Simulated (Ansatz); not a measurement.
# Lattice dynamics of LuBPd3 (Pm-3m), part 2 of 2

Task: relax LuBPd3 (Pm-3m), then find its harmonic phonons.

Ansatz 0.2.0; DFT PBEsol, scalar-relativistic, plane waves, PAW; PAW set soft_1.

So far. Step 4 (Relaxing to small forces for the phonons): The forces vanish by symmetry and the pressure is 0.000 GPa, within the tolerances set. The cell now holds 15.10 Å³/atom. Step 5 (Modes at Γ): Before it was imposed, the acoustic sum rule was missed by 7.9e-5 eV/Å². Small misses are needed for a sound result but don't prove that mesh and cutoff are converged. The lowest optical mode is real, 39.1 cm⁻¹. The relaxed cell has a = 4.227 Å (conventional setting).

## Step 6: Response at finite wavevector

Stability and thermal properties need the whole zone. Linear response on a 4×4×4 q mesh gives force constants as far as a supercell of that size would.

The input, input.yaml:

```yaml
crystal:
  lattice:
    - [4.2266727204, 0.0, 0.0]
    - [0.0, 4.2266727204, 0.0]
    - [0.0, 0.0, 4.2266727204]
  atoms:
    - { symbol: Lu, position: [0.0, 0.0, 0.0] }
    - { symbol: B, position: [0.5, 0.5, 0.5] }
    - { symbol: Pd, position: [0.0, 0.5, 0.5] }
    - { symbol: Pd, position: [0.5, 0.0, 0.5] }
    - { symbol: Pd, position: [0.5, 0.5, 0.0] }
kpoints:
  mp_grid: { grid: [8, 8, 8] }
hamiltonian:
  xc: pbesol
  pseudopotentials: { kind: paw, azcp: { folder: soft_1 }, xc_functional: pbe }
scf:
  occupations: { method: methfessel_paxton, width: 0.2 }
output:
  eigenvalues: true
phonons:
  method: dfpt
  qmesh: [4, 4, 4]
  temperatures: { t_max: 1000, t_step: 50 }
  qpath:
    path:
      - [[0.0, 0.0, 0.0], [0.0, 0.5, 0.0], [0.5, 0.5, 0.0], [0.0, 0.0, 0.0], [0.5, 0.5, 0.5], [0.0, 0.5, 0.0]]
      - [[0.5, 0.5, 0.5], [0.5, 0.5, 0.0]]
    npoints: 10
```

On the command line:

```
$ ansatz run input.yaml --threads 4 --pin off --max-ram 10240MiB --backend cpu --events-out ev --progress --plain --runs-dir out
```

Numbers of over 12 decimals in the logs are rounded to 6 here.

The program printed:

```text
[...]
Crystal: 5 atoms, lattice volume = 75.509 Å³
Basis set: ecut = 420 eV, 1419 PW (Γ), exchange–correlation on 60×60×60 points (8 copies of the dense FFT grid, shifted against one another)
Bands: 50, of which v1, the nominal top of the filled ones, is band 41 counted from 1 (40 counted from 0)
Symmetry: 48 space group operations
k-points: 35 of 512
[...]
SCF iter   1: F=—  HF=-35517.304131 eV  |F-HF|=—  |Δ(HF+E_count)|=         —  Δρ=4.57e-1  dr2=2.91e2  ethr=3.10e-3  ⟨swp⟩=6.6  Hψ=7098  notcnv=0
[...]
SCF iter  16: F=-35488.063076 eV  HF=-35488.063076 eV  |F-HF|=0.00e0  |Δ(HF+E_count)|=  1.46e-11  S|Δr|=    0.00e0  Δρ=2.28e-8  dr2=3.79e-13  ethr=1.00e-12  ⟨swp⟩=16.3  Hψ=13542  notcnv=0
SCF 1 converged in 16 iterations: F = -35488.063076 eV  dr2 = 3.79e-13
[...]
SCF iter   5: F=-35488.063076 eV  HF=-35488.063076 eV  |F-HF|=0.00e0  |Δ(HF+E_count)|=    0.00e0  S|Δr|=    0.00e0  Δρ=7.93e-8  dr2=2.20e-12  ethr=1.00e-12  ⟨swp⟩=6.5  Hψ=6577  notcnv=0
SCF 2 converged in 5 iterations: F = -35488.063076 eV  dr2 = 2.20e-12
[...]
phonons: the bands overlap, so this run is a metal and interpolates without the dipole-dipole term. If the crystal is really an insulator or semiconductor, its LO-TO splitting is missing
NSCF: frozen V_eff on 35 k-points
[...]
DFPT response loops at q = (0, 0, 0) (fractional): preconditioner auto → Kerker (q_TF=auto, 2.766 Å⁻¹) (partly filled bands, converged f_vac=0.000); β = 1.00, the filter's whole step (`scf.mixing.beta` (0.50) is not read by the response loops under this deck's `scf.mixing.preconditioner`; to damp them name `kerker` or `kerker_dos`, under which they read `scf.mixing.beta`, and type it under 1.00, their step now; both keys bind the ground state too); Broyden in place of MSR1
[...]
SCF converged after 16 iterations
[...]
Free energy (F): -35488.063076 eV
[...]
Internal energy: -35488.071030 eV  (E = F + TS)
E sigma→0 (E₀):  -35488.065065 eV
Entropy (-TS):   0.007954 eV (1.591 meV/atom)
Fermi energy:    18.443947 eV
[...]
--- Band table (eV; the first three rows and the last of 35) ---
  k-point 0: bands = [... 37 lower, 16.7648, 16.7648, 16.7930, 16.7930, 16.7930, 20.6005, 20.6005, 23.1814, ... 5 higher]
  k-point 1: bands = [... 37 lower, 16.6564, 16.6992, 16.7650, 17.5860, 17.5860, 20.5640, 20.8898, 22.6326, ... 5 higher]
  k-point 2: bands = [... 37 lower, 16.2796, 16.4286, 16.7655, 18.2970, 18.2970, 20.4645, 21.3604, 21.8679, ... 5 higher]
  k-point 34: bands = [... 37 lower, 16.6273, 16.6273, 18.4629, 18.4629, 18.4629, 18.8965, 18.8965, 18.8965, ... 5 higher]
--- Phonons (Γ-DFPT): 4 representative perturbations + reference (Σ response iterations 14) ---
  ASR residual: 1.946e-5 → 0.000e0 eV/Å²; symmetrization residual: 2.274e-6 eV/Å²
  ASR residual per site (eV/Å²): 1.95e-5 1.08e-5 1.41e-5 1.41e-5 1.41e-5
[...]
--- Phonons (arbitrary-q DFPT): 10 irreducible q on the 4×4×4 mesh ---
  q = [0.0000, 0.0000, 0.0000] (star 1, of the zone-centre solve; hermiticity 3.59e-7, symmetrization 3.75e-12): -0.00 -0.00 0.00 39.10 39.10 39.10 83.20 83.20 83.20 107.49 107.49 107.49 492.16 492.16 492.16
  q = [0.0000, 0.0000, 0.2500] (star 6, 9 solved perturbations in 1560 linear systems a pass and spin channel, the states on 200 of 512 k-point pairs; hermiticity 4.05e-7, symmetrization 2.99e-12): 10.20 10.20 42.87 42.87 50.49 75.16 81.58 81.58 104.19 104.19 107.34 140.22 489.23 489.23 535.26
[...]
q = [0.0000, 0.2500, -0.5000] (star 12, 15 solved perturbations on 200 of 512 k-point pairs; hermiticity 3.51e-7, symmetrization 7.54e-14): -42.70 -20.95 38.52 49.29 55.09 59.61 75.36 91.16 101.34 105.53 130.33 188.61 482.48 540.30 587.20
[...]
sum rule: each row above includes the acoustic sum rule's correction from the zone centre's row sums; it moved no ω² by more than (0.52 cm⁻¹)²
  mesh force constants: q→R imaginary residual 6.17e-19; ASR residual 1.946e-5 → 0.000e0 eV/Å²; symmetrization residual 1.243e-14 eV/Å²
  interpolated dispersion: 62 rows × 15 modes
  density of states and harmonic sums: on the 16×16×16 q-mesh, interpolated from the force constants of a 4×4×4 supercell (no non-analytic term)
  largest difference from the sums on the solved wave vectors: F 8.81e-2 eV, S 1.15e-4 and C_V 2.70e-5 eV/K
  zero-point energy: 0.159217 eV/cell   skipped modes (ω ≤ 0): 160, of them read as no rigid motion or as one in doubt: 157 (1.014e0 modes/cell left out, lowest -51.77 cm⁻¹)   left out of the sums: 6.77e-2 of the cell's modes: C_V's classical limit lies that fraction below 3 k_B per atom; for a crystal, a wire or a layer, F and S can be off by more, and a phonons.interpolated_qmesh denser along its periods is the remedy for the sampling
```

Wall time 34 min (4 threads of Arm Neoverse V1, shared host); peak memory 4.4 GiB.

Numbers from this step:

```yaml
sum_rule_residual_before_enforcement: 1.95e-5 eV/Å²
lowest_frequency_on_the_path: -51.63 cm⁻¹
highest_frequency_on_the_path_or_at_a_solved_wavevector: 600.8 cm⁻¹
lowest_mode_on_the_q_mesh_acoustic_modes_at_gamma_apart: -51.19 cm⁻¹
```

Frequencies (cm⁻¹) solved at each irreducible wavevector; negative means imaginary. Frequencies by wavevector, by row:

```tsv
q in reciprocal lattice units	star	mode 1	mode 2	mode 3	mode 4	mode 13	mode 14	mode 15
0 0 0	1	0	0	0	39.1	492.2	492.2	492.2
0 0 0.25	6	10.2	10.2	42.9	42.9	489.2	489.2	535.3
0 0 -0.5	3	-51.2	-51.2	40	40	486.9	486.9	581
0 0.25 0.25	12	-9.1	13.6	45.1	45.2	485.2	535	538.8
0 0.25 -0.5	12	-42.7	-20.9	38.5	49.3	482.5	540.3	587.2
0 -0.5 -0.5	3	25	25	28.8	28.8	477.6	592.8	592.8
0.25 0.25 0.25	8	-16.4	-16.4	44.8	65.5	536.6	536.6	541.2
0.25 0.25 -0.5	12	-30.5	38.1	48.5	48.9	537.7	545	591
0.25 -0.5 -0.5	6	-3.2	-3.2	43.7	43.7	537.7	593.1	593.1
-0.5 -0.5 -0.5	1	37.5	37.5	37.5	54.2	600.8	600.8	600.8
```

Interpolated from a 4×4×4 q mesh. The phonon branches at the labelled points (cm⁻¹):

```tsv
point	branch 1	branch 2	branch 3	branch 4	branch 12	branch 13	branch 14	branch 15
Γ	0	0	0	39	108	492	492	492
halfway	10	10	43	43	140	489	489	535
X	-51	-51	40	40	178	487	487	581
halfway	-43	-21	38	49	189	482	540	587
M	25	25	29	29	210	478	593	593
halfway	-9	14	45	45	158	485	535	539
Γ	0	0	0	39	108	492	492	492
halfway	-16	-16	45	66	173	537	537	541
R	38	38	38	54	231	601	601	601
halfway	-30	38	48	49	197	538	545	591
X	-51	-51	40	40	178	487	487	581
jump to R	38	38	38	54	231	601	601	601
halfway	-3	-3	44	44	216	538	593	593
M	25	25	29	29	210	478	593	593
```

Tetrahedra on a 16×16×16 mesh, mean over bins of 10 cm-1. Interpolated from a 4×4×4 q mesh. Phonon density of states against wavenumber; read off at these points:

```tsv
wavenumber (cm⁻¹)	phonon density of states (1/cm⁻¹/cell)
-55	9.9e-4
-25	0.0279
5	0.0201
35	0.0452
55	0.114
75	0.0870
105	0.200
135	0.0273
145	0.0403
165	0.00819
195	0.0156
225	0.00257
255	0
295	0
325	0
355	0
385	0
415	0
445	0
475	7.6e-4
495	0.0386
515	0.0217
545	0.0180
575	0.0282
585	0.0426
605	5.0e-5
```

The partial phonon density of states has structure finer than the step of the table below, so its rows give means over 20 cm⁻¹, whole bins alone (the curve runs from -60.6 to 627 cm⁻¹). Peaks (cm⁻¹: height): B 488.4: 0.0357, 510.0: 0.0311, 531.6: 0.0328, 557.6: 0.0312, 583.5: 0.0387; Lu 103.7: 0.116; Pd -21.7: 0.0237, 60.4: 0.0936, 103.7: 0.0717, 142.6: 0.0355.

Phonopy on the run's constants, 13x13x13 mesh, Gaussian sigma 4.9 cm-1. Interpolated from a 4×4×4 q mesh. The partial phonon density of states by wavenumber; means over each step; values in 1/cm⁻¹/cell:

```tsv
wavenumber (cm⁻¹)	B	Lu	Pd
-40	7.5e-8	0.00327	0.0150
-20	1.3e-5	0.00481	0.0201
0	2.8e-5	0.00326	0.0114
20	7.1e-5	0.00809	0.0239
40	0.00105	0.0115	0.0615
60	0.00221	0.00810	0.0915
80	0.00105	0.0108	0.0622
100	0.00163	0.0846	0.0528
120	8.1e-4	0.0149	0.0240
140	6.9e-4	1.6e-4	0.0299
160	2.7e-4	5.9e-5	0.0120
180	2.9e-4	7.4e-5	0.0156
200	2.1e-4	2.8e-5	0.0144
220	5.3e-5	1.9e-6	0.00513
240	8.5e-7	0	2.7e-4
260	0	0	0
280	0	0	0
300	0	0	0
320	0	0	0
340	0	0	0
360	0	0	0
380	0	0	0
400	0	0	0
420	0	0	0
440	0	0	0
460	9.0e-5	0	1.3e-5
480	0.0153	0	0.00214
500	0.0278	0	0.00326
520	0.0159	6.8e-7	0.00122
540	0.0168	3.9e-6	8.6e-4
560	0.0220	6.2e-6	5.5e-4
580	0.0322	8.7e-6	2.5e-4
600	0.0115	4.3e-6	3.0e-5
```

Symmetry leaves 10 wavevectors to solve. The lowest mode among them, the acoustic zeros apart, lies at q = (0, 0, -0.5) and is imaginary, 51.2i cm⁻¹, so the energy falls along it.

## Step 7: Another isotope, element B, natural mass 10.81 amu

An isotope changes the mass and not the force constants, so no new electronic calculation is needed; the shifts show which modes move this element.

The same force constants with the mass of B changed from 10.810 to 10.013 u (phonopy, no LO-TO term). Both lists are sorted by frequency; levels can cross, so a row need not hold one and the same mode. Modes under 3 cm⁻¹ are left out. Isotope shifts, by row, the first 40 of 57 rows:

```tsv
q	rank	natural mass (cm⁻¹)	changed mass (cm⁻¹)
0 0 0	4	39.1	39.26
0 0 0	5	39.1	39.26
0 0 0	6	39.1	39.26
0 0 0	7	83.2	83.2
0 0 0	8	83.2	83.2
0 0 0	9	83.2	83.2
0 0 0	10	107.5	107.5
0 0 0	11	107.5	107.5
0 0 0	12	107.5	107.5
0 0 0	13	492.2	508.9
0 0 0	14	492.2	508.9
0 0 0	15	492.2	508.9
0 0 0.25	1	10.2	10.21
0 0 0.25	2	10.2	10.21
0 0 0.25	3	42.87	43.04
0 0 0.25	4	42.87	43.04
0 0 0.25	5	50.49	50.49
0 0 0.25	6	75.16	75.16
0 0 0.25	7	81.58	81.58
0 0 0.25	8	81.58	81.58
0 0 0.25	9	104.2	104.2
0 0 0.25	10	104.2	104.2
0 0 0.25	11	107.3	107.3
0 0 0.25	12	140.2	140.5
0 0 0.25	13	489.2	505.9
0 0 0.25	14	489.2	505.9
0 0 0.25	15	535.2	555.2
0 0 -0.5	1	-51.19	-51.19
0 0 -0.5	2	-51.19	-51.19
0 0 -0.5	3	40	40.19
0 0 -0.5	4	40	40.19
0 0 -0.5	5	54.52	54.53
0 0 -0.5	6	54.75	54.75
0 0 -0.5	7	87.07	87.08
0 0 -0.5	8	87.07	87.08
0 0 -0.5	9	94.39	94.39
0 0 -0.5	10	94.39	94.39
0 0 -0.5	11	103.8	103.8
0 0 -0.5	12	177.7	177.7
0 0 -0.5	13	486.9	503.4
```

A mode of this element alone would shift by +3.90 %. The highest zone-centre frequency without the field goes from 492.2 to 508.9 cm⁻¹ (+3.4 %). The product of the frequency ratios over all optical modes at Γ is 1.119; the product rule, (m/m′)^(3k/2) (M′/M)^(3/2) with k = 1 such atoms and M the mass of the cell, gives 1.119.

## Step 8: Isotope substitution, element Pd, natural mass 106.42 amu

The same for Pd, from 106.42 to 109.91 u.

The same force constants with the mass of Pd changed from 106.420 to 109.905 u (phonopy, no LO-TO term). Both lists are sorted by frequency; levels can cross, so a row need not hold one and the same mode. Modes under 3 cm⁻¹ are left out. Isotope shifts, by row, the first 40 of 57 rows:

```tsv
q	rank	natural mass (cm⁻¹)	changed mass (cm⁻¹)
0 0 0	4	39.1	38.61
0 0 0	5	39.1	38.61
0 0 0	6	39.1	38.61
0 0 0	7	83.2	81.87
0 0 0	8	83.2	81.87
0 0 0	9	83.2	81.87
0 0 0	10	107.5	106.7
0 0 0	11	107.5	106.7
0 0 0	12	107.5	106.7
0 0 0	13	492.2	491.1
0 0 0	14	492.2	491.1
0 0 0	15	492.2	491.1
0 0 0.25	1	10.2	10.09
0 0 0.25	2	10.2	10.09
0 0 0.25	3	42.87	42.31
0 0 0.25	4	42.87	42.31
0 0 0.25	5	50.49	49.91
0 0 0.25	6	75.16	73.96
0 0 0.25	7	81.58	80.32
0 0 0.25	8	81.58	80.32
0 0 0.25	9	104.2	103.5
0 0 0.25	10	104.2	103.5
0 0 0.25	11	107.3	106.8
0 0 0.25	12	140.2	138.1
0 0 0.25	13	489.2	488.2
0 0 0.25	14	489.2	488.2
0 0 0.25	15	535.2	534.8
0 0 -0.5	1	-51.19	-50.51
0 0 -0.5	2	-51.19	-50.51
0 0 -0.5	3	40	39.44
0 0 -0.5	4	40	39.44
0 0 -0.5	5	54.52	53.65
0 0 -0.5	6	54.75	53.88
0 0 -0.5	7	87.07	85.68
0 0 -0.5	8	87.07	85.68
0 0 -0.5	9	94.39	94.13
0 0 -0.5	10	94.39	94.13
0 0 -0.5	11	103.8	103.8
0 0 -0.5	12	177.7	174.8
0 0 -0.5	13	486.9	485.9
```

A mode of this element alone would shift by -1.60 %. The highest zone-centre frequency without the field goes from 492.2 to 491.1 cm⁻¹ (-0.2 %). The product of the frequency ratios over all optical modes at Γ is 0.892; the product rule, (m/m′)^(3k/2) (M′/M)^(3/2) with k = 3 such atoms and M the mass of the cell, gives 0.892.

## Step 9: Summary of results

```json
{"space group after relaxation (within 0.01 Å)": "Pm-3m", "volume per atom": "15.1 Å³", "electronic character": "no gap on this mesh", "highest optical mode at the zone centre (no LO-TO term)": "492 cm⁻¹", "lowest optical zone-centre mode": "39.1 cm⁻¹", "lowest mode on the q mesh (acoustic modes at Γ apart)": "-51.2 cm⁻¹", "highest frequency on the path or at a solved wavevector": "601 cm⁻¹", "imaginary modes on the 4×4×4 q mesh": "yes"}
```

Modes are clearly imaginary (beyond 10i cm⁻¹) at 4 of the 10 irreducible wavevectors, most at q = (0, 0, -0.5) (51.2i cm⁻¹), so this structure is not a minimum of the energy. The optical modes at Γ span 39 to 492 cm⁻¹. The highest mode in this list at Γ, 492.2 cm⁻¹, is mostly motion of B (87 % of the kinetic energy). With no gap, or one that is small against the smearing, the frequencies hang on the k mesh and the smearing, most of all near Kohn anomalies. Spin-orbit coupling is left out, which can matter for the heavy elements here. The PAW files were made for PBE and serve the other functionals too. These are harmonic frequencies at zero temperature: anharmonic shifts, linewidths and thermal expansion are left out.

[Logs are printed without paths, hosts, clocks, repeated set-up lines and the standing remarks that a program may print on its own settings, such as how far it seeks lower states.]

[Hosts, paths, dates, database ids (printed as entryN), source tags and the programs' standing remarks are cut or masked in the printed files.]
